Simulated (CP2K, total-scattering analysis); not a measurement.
## Assigning the peaks of a pair distribution function

The sample: formamide (16 formamide; N 16.7, C 16.7, O 16.7, H 50.0 atom %) at 320 K, fixed volume, ρ₀ = 0.0906 Å⁻³. The data come from ab initio molecular dynamics with CP2K (revPBE-D3(BJ), Gaussian and plane waves, DZVP-MOLOPT-SR basis, GTH potentials, 400 Ry, CSVR thermostat, no spin, fixed volume, H with the mass of D). The average runs over 0.47 ps of 96 atoms, so shells between rare elements are rough. Mean temperature 323 K, largest m.s.d. 0.97 Å², energy drift -3 meV an atom (last third less first, no steady trend); the first quarter of the run is discarded. Start: last frame of a classical run of this cell at the same density and temperature. So short a stretch relaxes bonds and nearest shells but still remembers its start. It is a liquid as far as so short a run tells.

The totals are in Faber–Ziman form. Below 4 Å⁻¹ the partials are summed on the cell's own reciprocal vectors (from 0.62 Å⁻¹) and folded with a Gaussian of σ = 0.14 Å⁻¹; above it they are transforms of g(r) out to 6.9 Å, tapered over the last 40 %. The fold lowers sharp peaks, and with so few vectors their positions are good to about 0.1 Å⁻¹. X-rays take neutral-atom form factors, neutrons coherent lengths (N 9.36, C 6.6472, O 5.8037, H 6.6681 fm). Hydrogen is taken as deuterium. G(r) = 4πrρ₀[g(r) − 1] carries the resolution of a Lorch-windowed transform up to 20 Å⁻¹. The patterns are simulated, not measured. The cell is small: beyond half the box only the part of each shell inside it is counted, and low-Q values rest on few vectors.

X-ray, Q (Å⁻¹) and value: 0.6 -0.30, 0.9 -0.25, 1.2 0.27, 1.5 1.17, 1.8 2.39, 2.1 1.72, 2.4 1.23, 2.7 0.72, 3.0 0.46, 3.3 0.44, 3.6 0.77, 3.9 0.97, 4.2 0.79, 4.5 0.66, 4.8 0.71, 5.1 0.94, 5.4 1.19, 5.7 1.33, 6.0 1.34, 6.3 1.29, 6.6 1.24, 6.9 1.15, 7.2 1.02, 7.5 0.90, 7.8 0.82, 8.1 0.78, 8.4 0.78, 8.7 0.86, 9.0 0.95, 9.3 0.99, 9.6 0.98, 9.9 0.97, 10.2 1.01, 10.5 1.09, 10.8 1.15, 11.1 1.17, 11.4 1.15, 11.7 1.11, 12.0 1.05

neutron, Q (Å⁻¹) and value: 0.6 0.26, 0.9 0.31, 1.2 0.65, 1.5 1.32, 1.8 1.81, 2.1 1.49, 2.4 1.18, 2.7 0.89, 3.0 0.81, 3.3 0.77, 3.6 0.88, 3.9 0.90, 4.2 0.81, 4.5 0.73, 4.8 0.69, 5.1 0.74, 5.4 0.86, 5.7 0.97, 6.0 1.05, 6.3 1.13, 6.6 1.21, 6.9 1.24, 7.2 1.20, 7.5 1.13, 7.8 1.06, 8.1 1.00, 8.4 0.97, 8.7 0.97, 9.0 0.98, 9.3 0.96, 9.6 0.95, 9.9 0.95, 10.2 0.96, 10.5 0.96, 10.8 0.95, 11.1 0.95, 11.4 0.95, 11.7 0.96, 12.0 0.99

G(r):

```csv
r (Å),X-ray,neutron
0.6,-0.51,-0.65
0.7,-0.57,-0.93
0.8,-0.57,-0.58
0.9,-0.84,0.92
1.0,-0.93,2.49
1.1,0.53,2.64
1.2,3.33,1.56
1.3,4.59,0.51
1.4,2.53,-0.30
1.5,-0.56,-1.05
1.6,-2.04,-1.43
1.7,-1.99,-1.33
1.8,-1.68,-1.03
1.9,-1.67,-0.50
2.0,-1.70,0.16
2.1,-1.27,0.35
2.2,-0.34,-0.19
2.3,0.14,-0.79
2.4,-0.66,-1.03
2.5,-1.90,-1.11
2.6,-2.30,-1.16
2.7,-1.88,-1.07
2.8,-1.39,-0.87
2.9,-1.11,-0.62
3.0,-0.91,-0.36
3.1,-0.66,-0.18
3.2,-0.30,-0.09
3.3,0.16,0.00
3.4,0.69,0.17
3.5,1.31,0.41
3.6,1.82,0.66
3.7,1.85,0.79
3.8,1.36,0.73
3.9,0.84,0.56
4.0,0.65,0.41
4.1,0.64,0.32
4.2,0.52,0.28
4.3,0.24,0.25
4.4,0.00,0.22
4.5,-0.05,0.20
4.6,0.02,0.21
4.7,0.11,0.22
4.8,0.24,0.22
4.9,0.40,0.21
5.0,0.42,0.18
5.1,0.25,0.11
5.2,0.09,0.01
5.3,0.08,-0.07
5.4,0.14,-0.09
5.5,0.17,-0.02
5.6,0.23,0.09
5.7,0.27,0.17
5.8,0.16,0.16
5.9,-0.04,0.10
6.0,-0.15,0.01
```

Q: Assign the low-r maxima. Which coordination numbers can be read off, and what are they?

Each pair enters with the weight ci cj fi fj (2 − δij)/⟨f⟩², taking f = Z for X-rays at Q = 0: H–H 0.02 / 0.23; N–H 0.07 / 0.21; N–O 0.19 / 0.06; C–O 0.17 / 0.04; C–H 0.06 / 0.15; N–C 0.15 / 0.07; O–H 0.08 / 0.13; O–O 0.11 / 0.02 (X-ray / neutron).

| radiation | maximum (Å) | G (Å⁻²) | pairs that make it (share of the curvature of G, each pair at the same resolution) |
| --- | --- | --- | --- |
| X-ray | 1.29 | 4.62 | C–O 60 %, N–C 40 % |
| X-ray | 2.29 | 0.15 | N–O 99 % |
| X-ray | 3.65 | 1.92 | O–O 32 %, N–C 32 %, C–O 14 %, N–N 14 % |
| neutron | 1.06 | 2.80 | N–H 77 %, C–H 23 % |
| neutron | 2.07 | 0.38 | C–H 43 %, N–H 34 %, O–H 21 % |
| neutron | 3.72 | 0.80 | N–N 28 %, N–C 24 %, N–H 20 % |

The first shell (N–H, 1.02 Å) shares its range with C–H (1.10 Å), C–O (1.25 Å) and N–C (1.35 Å), so its area is a weighted sum. The maxima can be assigned, but 2 totals can't separate 10 partials, so the counts below come from the model itself.

From the coordinates:

```csv
pair,first peak (Å),g there,first minimum (Å),g there,neighbours,kind
N–H,1.02,35.1,1.32,0.00,"2.0 H per N, 0.7 N per H",within molecules
C–H,1.10,15.0,1.40,0.00,"1.0 H per C, 0.3 C per H",within molecules
C–O,1.25,37.8,1.60,0.00,"1.0 O per C, 1.0 C per O",within molecules
N–C,1.35,31.6,1.72,0.00,"1.0 C per N, 1.0 N per C",within molecules
H–H,1.75,2.3,2.02,0.12,0.7,within molecules
O–H,2.05,4.1,2.30,0.76,"2.4 H per O, 0.8 O per H",62 % within molecules at the peak
N–O,2.30,9.3,2.54,0.08,"1.0 O per N, 1.0 N per O",within molecules
O–O,3.65,2.6,4.77,1.07,5.9,between molecules
N–N,3.70,2.1,5.28,0.93,8.9,between molecules
C–C,3.89,2.2,5.42,0.90,10.0,between molecules
```

Distances within molecules give the sharpest pair functions, and with hydrogen they rule the neutron S(Q) at high Q: N–H 1.02 Å, C–H 1.10 Å, C–O 1.25 Å, N–C 1.35 Å, H–H 1.75 Å and N–O 2.30 Å (first peaks only). On the last frame 72 % of the H on O, N or F point at an acceptor of another molecule or at an anion within hydrogen-bond range (2.35 Å to O, N, F; 2.85 Å to Cl, Br, I).

[Logs are printed without paths, hosts, clocks, repeated set-up lines and the standing remarks that a program may print on its own settings, such as how far it seeks lower states.]
